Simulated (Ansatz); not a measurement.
**Decaying states in the gap of BaLiClF2**

Wanted: the relaxed cell of BaLiClF2, its band edges and its decay constants. It is built by putting Cl for part of the F in the BaLiF3 structure of space group Pm-3m, with the volume rescaled by atomic radii. The parent structure comes from the Materials Project.

Method: r2SCAN DFT, plane waves, PAW files, in the first sound run; inputs show where later runs differ, in Ansatz 0.2.0.

The structure was built from a prototype and need not be the compound's stable phase.

### 1. The structure

It takes space group P4/mmm (No. 123, tetragonal). The conventional cell has a = 4.146 Å, b = 4.146 Å, c = 4.146 Å, α = 90.00°, β = 90.00°, γ = 90.00°. Nearest to Ba lie 8 F at 2.93 Å and 4 Cl at 2.93 Å. Nearest to Li lie 4 F at 2.07 Å and 2 Cl at 2.07 Å. Nearest to F lie 2 Li at 2.07 Å and 4 Ba at 2.93 Å. Nearest to Cl lie 2 Li at 2.07 Å and 4 Ba at 2.93 Å. It derives from BaLiF3. Cl for part of the F in the BaLiF3 structure of space group Pm-3m. Farther neighbours and most contacts between anions are not listed.

### 2. Cell and atoms at rest

The substituted atoms don't fit the parent's cell, so cell and atoms relax together. A small smearing keeps the run stable in case the gap closes on the way.

The input, input.yaml:

```yaml
crystal:
  lattice:
    - [4.1462980052, 0.0, 0.0]
    - [0.0, 4.1462980052, 0.0]
    - [0.0, 0.0, 4.1462980052]
  atoms:
    - { symbol: Ba, position: [0.0, 0.0, 0.0] }
    - { symbol: Li, position: [0.5, 0.5, 0.5] }
    - { symbol: F, position: [0.0, 0.5, 0.5] }
    - { symbol: F, position: [0.5, 0.5, 0.0] }
    - { symbol: Cl, position: [0.5, 0.0, 0.5] }
kpoints:
  mp_grid: { grid: [6, 6, 6] }
scf:
  occupations: { method: gaussian, width: 0.03 }
hamiltonian:
  xc: r2scan
output:
  forces: true
  stress: true
relax:
  f_tol: 0.02
  max_steps: 60
  cell: {}
```

The run is started by

```bash
$ ansatz run input.yaml --threads 2 --pin off --max-ram 4096MiB --backend cpu --events-out ev --progress --plain --runs-dir out
```

Numbers of over 12 decimals in the logs are rounded to 6 here.

The program printed:

```text
Engine: ansatz 0.2.0, x86_64-unknown-linux-gnu
Pseudopotentials: kind: paw
Pseudopotential: Ba, paw, valence charge 10, recommended cutoff 500 eV (meta_gga), Ba.paw.azcp
Pseudopotential: Li, paw, valence charge 3, recommended cutoff 500 eV (meta_gga), Li.paw.azcp
Pseudopotential: F, paw, valence charge 7, recommended cutoff 500 eV (meta_gga), F.paw.azcp
Pseudopotential: Cl, paw, valence charge 7, recommended cutoff 500 eV (meta_gga), Cl.paw.azcp
Functional definition: r2SCAN
  parameter k0 = 0.174
  parameter k1 = 0.065
  parameter a1 = 4.9479
  exchange = r2scan_x(k0 = k0, k1 = k1, a1 = a1)
  correlation = r2scan_c
Crystal: 5 atoms, lattice volume = 71.282 Å³
Basis set: ecut = 500 eV, 1839 PW (Γ), exchange–correlation on 128×128×128 points (64 copies of the dense FFT grid, shifted against one another)
Bands: 22, of which v1, the nominal top of the filled ones, is band 17 counted from 1 (16 counted from 0)
Symmetry: 16 space group operations
Space group: P4/mmm (ITA 123), of the structure as read, at distance tolerance 4.1e-5 Å
k-points: 40 of 216
Non-local potential: Ba, projectors of the file, l = 0: 3, l = 1: 2, l = 2: 2, l = 3: 2
Non-local potential: Li, projectors of the file, l = 0: 3, l = 1: 2, l = 2: 1
Non-local potential: F, projectors of the file, l = 0: 2, l = 1: 2, l = 2: 1
Non-local potential: Cl, projectors of the file, l = 0: 2, l = 1: 2, l = 2: 2
PAW form: soft (Blöchl's): semilocal exchange-correlation on the pseudo side does not see the compensation charge
PAW frozen core: Ba, regenerated for the run's functional (the file was generated under x = pbe(κ = 0.804, μ = 0.219515), c = pbe(β = 0.066725))
PAW frozen core: F, regenerated for the run's functional (the file was generated under x = pbe(κ = 0.804, μ = 0.219515), c = pbe(β = 0.066725))
PAW frozen core: Cl, regenerated for the run's functional (the file was generated under x = pbe(κ = 0.804, μ = 0.219515), c = pbe(β = 0.066725))
PAW one-centre angular grid: Ba, 302 points (default); XC on 160 Gauss nodes
PAW one-centre angular grid: Li, 302 points (default); XC on 327 of its mesh's 2665 points in the sphere
PAW one-centre angular grid: F, 302 points (default); XC on 160 Gauss nodes
PAW one-centre angular grid: Cl, 302 points (default); XC on 160 Gauss nodes
Initial density: superposition of atomic densities (neutral atoms: chi_scale 0, normalization atom), corrected by the library's trained network
Initial wavefunctions: pseudopotential atomic-orbital guess
Functional: x = r2scan, c = r2scan; τ floored in thin density (d = 2e-4 eV/Å³)
SCF iter   1: F=—  HF=-8882.317844 eV  |F-HF|=—  |Δ(HF+E_count)|=         —  Δρ=9.17e-3  dr2=6.43e-2  dr2_τ=7.50e-2  ethr=1.77e-3  ⟨swp⟩=9.9  Hψ=5842  notcnv=0
preconditioner: auto → Resta (q_TF=auto, 2.412 Å⁻¹)  ε∞=3.2  [insulator: Δε(μ)=5.331 eV  Ē_g=16.866 eV  σ=0.030 eV  W_gap=1.00  n_scr=18 (ndim 8)  ℏωp=24.9 eV  f_vac=0.000  D(μ)=0.00/eV (n_scr^D=0)  ε∞_Penn≈3.2]
SCF iter   2: F=—  HF=-8882.429385 eV  |F-HF|=—  |Δ(HF+E_count)|=   1.12e-1  Δρ=4.20e-3  dr2=6.76e-3  dr2_τ=1.29e-3  ethr=1.89e-4  ⟨swp⟩=3.0  Hψ=2102  notcnv=0  defer=40
SCF iter   3: F=—  HF=-8882.427569 eV  |F-HF|=—  |Δ(HF+E_count)|=   1.82e-3  Δρ=1.63e-3  dr2=1.63e-3  dr2_τ=1.51e-4  ethr=1.99e-5  ⟨swp⟩=2.7  Hψ=1521  notcnv=0
automatic band count: iteration 3 solves 21 bands in place of 22: the levels show a gap, and the empty bands left out lie too high to hold charge; the band table lists the bands solved (type scf.n_extra_bands for more)
SCF iter   4: F=—  HF=-8882.427105 eV  |F-HF|=—  |Δ(HF+E_count)|=   4.63e-4  Δρ=3.22e-4  dr2=4.37e-5  dr2_τ=6.02e-6  ethr=4.80e-6  ⟨swp⟩=2.1  Hψ=1619  notcnv=0
SCF iter   5: F=—  HF=-8882.427123 eV  |F-HF|=—  |Δ(HF+E_count)|=   1.77e-5  Δρ=4.37e-5  dr2=1.13e-6  dr2_τ=1.61e-7  ethr=1.28e-7  ⟨swp⟩=2.1  Hψ=1415  notcnv=0
SCF iter   6: F=-8882.427124 eV  HF=-8882.427124 eV  |F-HF|=6.32e-9  |Δ(HF+E_count)|=   7.38e-7  Δρ=6.30e-6  dr2=2.82e-8  dr2_τ=5.71e-9  ethr=2.94e-10  ⟨swp⟩=5.0  Hψ=3365  notcnv=0
SCF 1 converged in 6 iterations: F = -8882.427124 eV  dr2 = 2.82e-8
  greatest PAW one-centre occupation: 0.999 electrons in one spin orbital (limit 2), on the Li atom at site 1 (counted from 0), in its partial waves of l = 0
relax step   1: F+E_penalty+E_count = -8882.42712373 eV  Δ(F+E_penalty+E_count) = +0.000e0 eV  max|allowed force component| = 1.933e-29 eV/Å  Δτ_max = 0.0000 Å  P = +11.505 GPa  Ω = 71.282 Å³  (6 SCF iters, dr2 threshold 1.00e-7 eV, accepted)
Crystal: 5 atoms, lattice volume = 81.096 Å³
Basis set: ecut = 500 eV, 2071 PW (Γ), exchange–correlation on 128×128×128 points (64 copies of the dense FFT grid, shifted against one another)
Initial density: handed on by an earlier stage of this run
Initial wavefunctions: those handed on with the density
iter 1 solved again at ethr=3.79e-4 eV; its pass at ethr=3.10e-3 eV (dr2=1.29e-1 eV) is discarded
SCF iter   1: F=—  HF=-8882.233138 eV  |F-HF|=—  |Δ(HF+E_count)|=         —  Δρ=1.14e-2  dr2=1.32e-1  dr2_τ=2.37e-1  ethr=3.79e-4  ⟨swp⟩=1.1  Hψ=5472  notcnv=0
automatic band count: iteration 1 solves 20 bands in place of 22: the levels show a gap, and the empty bands left out lie too high to hold charge; the band table lists the bands solved (type scf.n_extra_bands for more)
preconditioner: auto → Resta (q_TF=auto, 2.360 Å⁻¹)  ε∞=3.4  [insulator: Δε(μ)=5.472 eV  Ē_g=14.436 eV  σ=0.030 eV  W_gap=1.00  n_scr=18 (ndim 8)  ℏωp=22.6 eV  f_vac=0.004  D(μ)=0.00/eV (n_scr^D=0)  ε∞_Penn≈3.4]
SCF iter   2: F=—  HF=-8882.769799 eV  |F-HF|=—  |Δ(HF+E_count)|=   5.37e-1  Δρ=7.13e-3  dr2=2.61e-2  dr2_τ=3.66e-3  ethr=3.79e-4  ⟨swp⟩=3.1  Hψ=1641  notcnv=0
SCF iter   3: F=—  HF=-8882.763662 eV  |F-HF|=—  |Δ(HF+E_count)|=   6.14e-3  Δρ=2.67e-3  dr2=8.85e-3  dr2_τ=3.28e-4  ethr=7.67e-5  ⟨swp⟩=2.6  Hψ=1668  notcnv=0
SCF iter   4: F=—  HF=-8882.760800 eV  |F-HF|=—  |Δ(HF+E_count)|=   2.86e-3  Δρ=6.04e-4  dr2=6.07e-4  dr2_τ=1.34e-5  ethr=2.60e-5  ⟨swp⟩=2.9  Hψ=1477  notcnv=0
SCF iter   5: F=—  HF=-8882.760769 eV  |F-HF|=—  |Δ(HF+E_count)|=   3.05e-5  Δρ=1.08e-4  dr2=9.62e-6  dr2_τ=6.94e-7  ethr=1.79e-6  ⟨swp⟩=2.0  Hψ=1432  notcnv=0
SCF iter   6: F=—  HF=-8882.760771 eV  |F-HF|=—  |Δ(HF+E_count)|=   2.09e-6  Δρ=2.39e-5  dr2=4.25e-7  dr2_τ=4.15e-8  ethr=1.47e-9  ⟨swp⟩=4.0  Hψ=4221  notcnv=0
SCF iter   7: F=-8882.760771 eV  HF=-8882.760771 eV  |F-HF|=3.42e-10  |Δ(HF+E_count)|=   2.39e-8  Δρ=3.84e-6  dr2=2.11e-8  dr2_τ=1.14e-9  ethr=1.25e-9  ⟨swp⟩=2.9  Hψ=3426  notcnv=0
SCF 2 converged in 7 iterations: F = -8882.760771 eV  dr2 = 2.11e-8
relax step   2: F+E_penalty+E_count = -8882.76077121 eV  Δ(F+E_penalty+E_count) = -3.336e-1 eV  max|allowed force component| = 3.550e-29 eV/Å  Δτ_max = 0.0000 Å  P = +1.127 GPa  Ω = 81.096 Å³  energy of the carried Pulay correction = -2.972e-3 eV  (7 SCF iters, dr2 threshold 5.00e-7 eV, accepted)
Crystal: 5 atoms, lattice volume = 82.185 Å³
Basis set: ecut = 500 eV, 2103 PW (Γ), exchange–correlation on 128×128×128 points (64 copies of the dense FFT grid, shifted against one another)
iter 1 solved again at ethr=7.91e-6 eV; its pass at ethr=3.10e-3 eV (dr2=2.69e-3 eV) is discarded
SCF iter   1: F=—  HF=-8882.776906 eV  |F-HF|=—  |Δ(HF+E_count)|=         —  Δρ=1.79e-3  dr2=2.85e-3  dr2_τ=6.94e-3  ethr=7.91e-6  ⟨swp⟩=2.0  Hψ=5905  notcnv=0
automatic band count: iteration 1 solves 20 bands in place of 22: the levels show a gap, and the empty bands left out lie too high to hold charge; the band table lists the bands solved (type scf.n_extra_bands for more)
preconditioner: auto → Resta (q_TF=auto, 2.355 Å⁻¹)  ε∞=3.5  [insulator: Δε(μ)=5.272 eV  Ē_g=14.317 eV  σ=0.030 eV  W_gap=1.00  n_scr=18 (ndim 8)  ℏωp=22.4 eV  f_vac=0.004  D(μ)=0.00/eV (n_scr^D=0)  ε∞_Penn≈3.5]
SCF iter   2: F=—  HF=-8882.789600 eV  |F-HF|=—  |Δ(HF+E_count)|=   1.27e-2  Δρ=9.88e-4  dr2=5.61e-4  dr2_τ=5.11e-5  ethr=7.91e-6  ⟨swp⟩=2.4  Hψ=1575  notcnv=0
SCF iter   3: F=—  HF=-8882.789535 eV  |F-HF|=—  |Δ(HF+E_count)|=   6.53e-5  Δρ=4.00e-4  dr2=1.43e-4  dr2_τ=6.50e-6  ethr=1.65e-6  ⟨swp⟩=2.0  Hψ=1418  notcnv=0
SCF iter   4: F=—  HF=-8882.789539 eV  |F-HF|=—  |Δ(HF+E_count)|=   3.52e-6  Δρ=8.60e-5  dr2=3.38e-6  dr2_τ=6.11e-7  ethr=4.20e-7  ⟨swp⟩=2.0  Hψ=1292  notcnv=0
SCF iter   5: F=-8882.789543 eV  HF=-8882.789543 eV  |F-HF|=2.38e-7  |Δ(HF+E_count)|=   4.59e-6  Δρ=2.28e-5  dr2=2.10e-7  dr2_τ=2.94e-8  ethr=1.47e-9  ⟨swp⟩=5.2  Hψ=3676  notcnv=0
SCF 3 converged in 5 iterations: F = -8882.789543 eV  dr2 = 2.10e-7
relax step   3: F+E_penalty+E_count = -8882.78954349 eV  Δ(F+E_penalty+E_count) = -2.877e-2 eV  max|allowed force component| = 1.294e-29 eV/Å  Δτ_max = 0.0000 Å  P = +0.327 GPa  Ω = 82.185 Å³  energy of the carried Pulay correction = -3.239e-3 eV  (5 SCF iters, dr2 threshold 5.00e-7 eV, accepted)
[...]
relax step   4: F+E_penalty+E_count = -8882.79716665 eV  Δ(F+E_penalty+E_count) = -7.623e-3 eV  max|allowed force component| = 1.175e-29 eV/Å  Δτ_max = 0.0000 Å  P = +0.014 GPa  Ω = 82.708 Å³  energy of the carried Pulay correction = -3.353e-3 eV  (5 SCF iters, dr2 threshold 5.00e-7 eV, accepted)
Basis set: ecut = 500 eV, 2097 PW (Γ), exchange–correlation on 128×144×128 points (64 copies of the dense FFT grid, shifted against one another)
Initial wavefunctions: pseudopotential atomic-orbital guess (no wavefunctions were taken with the density)
iter 1 solved again at ethr=1.05e-6 eV; its pass at ethr=3.10e-3 eV (dr2=3.57e-4 eV) is discarded
SCF iter   1: F=—  HF=-8882.798469 eV  |F-HF|=—  |Δ(HF+E_count)|=         —  Δρ=3.52e-4  dr2=5.31e-6  dr2_τ=1.41e-5  ethr=1.05e-6  ⟨swp⟩=2.4  Hψ=7871  notcnv=0
preconditioner: auto → Resta (q_TF=auto, 2.353 Å⁻¹)  ε∞=3.3  [insulator: Δε(μ)=5.227 eV  Ē_g=14.798 eV  σ=0.030 eV  W_gap=1.00  n_scr=18 (ndim 8)  ℏωp=22.4 eV  f_vac=0.005  D(μ)=0.00/eV (n_scr^D=0)  ε∞_Penn≈3.3]
SCF iter   2: F=—  HF=-8882.799015 eV  |F-HF|=—  |Δ(HF+E_count)|=   5.46e-4  Δρ=1.79e-4  dr2=1.56e-6  dr2_τ=1.61e-5  ethr=1.56e-8  ⟨swp⟩=2.0  Hψ=1560  notcnv=0
SCF iter   3: F=—  HF=-8882.799116 eV  |F-HF|=—  |Δ(HF+E_count)|=   1.01e-4  Δρ=3.51e-5  dr2=2.48e-7  dr2_τ=3.12e-7  ethr=4.59e-9  ⟨swp⟩=2.0  Hψ=1560  notcnv=0
SCF iter   4: F=—  HF=-8882.799118 eV  |F-HF|=—  |Δ(HF+E_count)|=   1.65e-6  Δρ=3.80e-6  dr2=7.04e-9  dr2_τ=5.85e-9  ethr=7.30e-10  ⟨swp⟩=2.0  Hψ=1480  notcnv=0
SCF iter   5: F=—  HF=-8882.799118 eV  |F-HF|=—  |Δ(HF+E_count)|=   3.66e-8  Δρ=1.13e-6  dr2=1.03e-9  dr2_τ=2.12e-10  ethr=2.07e-11  ⟨swp⟩=2.0  Hψ=1548  notcnv=0
SCF iter   6: F=-8882.799118 eV  HF=-8882.799118 eV  |F-HF|=3.64e-11  |Δ(HF+E_count)|=   1.36e-9  Δρ=1.80e-7  dr2=2.32e-11  dr2_τ=6.72e-12  ethr=1.00e-12  ⟨swp⟩=3.2  Hψ=3624  notcnv=0
SCF 5 converged in 6 iterations: F = -8882.799118 eV  dr2 = 2.32e-11
relax step   5: F+E_penalty+E_count = -8882.79911795 eV  Δ(F+E_penalty+E_count) = -1.951e-3 eV  max|allowed force component| = 1.002e-29 eV/Å  Δτ_max = 0.0000 Å  P = -0.005 GPa  Ω = 82.708 Å³  stress off target by 1.93e-2 GPa  SCF on the basis re-selected at this cell (its energy is not comparable with the rows above)  (6 SCF iters)
basis re-selected at this cell: Δ(F+E_penalty+E_count) = -1.951e-3 eV, ΔP = -0.019 GPa vs the last step (what re-selecting the basis moved, of the pressure what is left beyond the Pulay correction that the steps carried, after the strain that the cell walked since its last selection, with what the two solves' SCF thresholds leave and, on support functions, any second-order correction that the steps lacked; it is no measure of the basis error at this ecutwfc). The dense FFT grid was sized anew with the basis: this SCF ran on 32×36×32 points, the steps before it on 32×32×32, so part of this shift can come from that change (see relax.cell in the input reference). [rest of the remark cut]
SCF converged after 6 iterations
Free energy (F): -8882.799118 eV
Harris-Foulkes:  -8882.799118 eV  (|F-HF|=3.64e-11)
Internal energy: -8882.799118 eV  (E = F + TS)
E sigma→0 (E₀):  -8882.799118 eV
Fermi energy:    6.587533 eV
--- Per-component energies (eV) ---
  E_band       = -192.317052
  E_kinetic    = 770.729751
  E_local      = -1694.058157  (includes V_loc(G=0)·N_el)
  E_nonlocal   = 195.964233
  E_hartree    = 610.909354
  E_xc         = -434.006255
  E_vxc        = -535.114007  (∫ρ·V_xc dr)
  E_paw        = -6345.277867  (= ΣΔE_a)
  E_vpaw       = -184.365071  (= ΣTr[D̂ρ^β])
  E_aug_tail   = 0.001999  (compensation charges beyond the density's cutoff)
  E_vtau       = 32.705494  (kinetic-family band-sum trace: ∫τ·v_τ [+ j·A + Jᵃ·Aᵃ] dr)
  E_ewald      = -1986.933401
  E_core_change = -0.128774  (= ΣΔE_core)
  E_smearing   = -0.000000  (= −TS)
  E_closure    = 0.000000  (closes the sum)
  Σ components = -8882.799118   (vs F -8882.799118, Δ=0.00e0)
--- Forces (eV/Å), atoms counted from 1 ---
  atom   1  Ba    -0.00000000     0.00000000    -0.00000000
  atom   2  Li     0.00000000    -0.00000000     0.00000000
  atom   3  F      0.00000000     0.00000000     0.00000000
  atom   4  F      0.00000000    -0.00000000     0.00000000
  atom   5  Cl     0.00000000    -0.00000000     0.00000000
  max |Σ_I F_I| component: 2.23e-29 eV/Å
--- Stress (GPa, compression-positive) ---
        0.002017       0.000000       0.000000
        0.000000      -0.019264       0.000000
        0.000000       0.000000       0.002017
  P = ⅓ Tr σ = -0.0051 GPa (-0.051 kbar)
--- Relaxed structure (4 steps of the walk, 4 accepted, 1 SCFs on fresh bases) ---
  F+E_penalty+E_count = -8882.79911795 eV   max|allowed force component| = 1.002e-29 eV/Å   (the final SCF, on the basis selected at the relaxed cell)
  cell:  # Å, volume = 82.7079 Å³
    - [4.314078266347, 0.0, 0]
    - [0.0, 4.443967, 0.0]
    - [0, 0.0, 4.314078266347]
  atoms:
    - { symbol: Ba, position: [0, 0.0, 0] }
    - { symbol: Li, position: [0.5, 0.5, 0.5] }
    - { symbol: F, position: [0, 0.5, 0.5] }
    - { symbol: F, position: [0.5, 0.5, 0.0] }
    - { symbol: Cl, position: [0.5, 0.0, 0.5] }
```

Elapsed: 6.8 s, on 2 threads of AMD EPYC 9R45, shared host; peak memory 0.65 GiB.

Step by step:

| step | energy less that of the first step (eV) | largest force component (eV/Å) | pressure (GPa) | volume (Å³) |
| --- | --- | --- | --- | --- |
| 1 | 0.0000 | 0.0000 | 11.50 | 71.28 |
| 2 | -0.3336 | 0.0000 | 1.13 | 81.10 |
| 3 | -0.3624 | 0.0000 | 0.33 | 82.19 |
| 4 | -0.3700 | 0.0000 | 0.01 | 82.71 |
| 5* | -0.3720 | 0.0000 | -0.01 | 82.71 |

Relaxation steps marked * repeat the geometry before them on a plane-wave basis chosen anew for their cell, so energy and pressure can jump there.

The run keeps the 16 symmetry operations that it works with, so distortions that break them were not tested.

| conventional cell, symmetrised | before | after | change |
| --- | --- | --- | --- |
| a (Å) | 4.146 | 4.314 | +4.0 % |
| b (Å) | 4.146 | 4.314 | +4.0 % |
| c (Å) | 4.146 | 4.444 | +7.2 % |
| volume (Å³/atom) | 14.26 | 16.54 | +16.0 % |

The relaxed structure:

```xyz
5
Lattice="4.3141 0.0000 0.0000 0.0000 4.4440 0.0000 0.0000 0.0000 4.3141" Properties=species:S:1:pos:R:3 pbc="T T T"
Ba    0.0000    0.0000    0.0000
Li    2.1570    2.2220    2.1570
F     0.0000    2.2220    2.1570
F     2.1570    2.2220    0.0000
Cl    2.1570    0.0000    2.1570
```

This step gave:

```
free energy  : -8882.7991 eV
Fermi energy : 6.588 eV
pressure     : -0.005077 GPa
```

The largest force component on a free atom ends at 1.0e-29 eV/Å.

[end of part 1 of 3]

[Logs are printed without paths, hosts, clocks, repeated set-up lines and the standing remarks that a program may print on its own settings, such as how far it seeks lower states.]

[Hosts, paths, dates, database ids (printed as entryN), source tags and the programs' standing remarks are cut or masked in the printed files.]
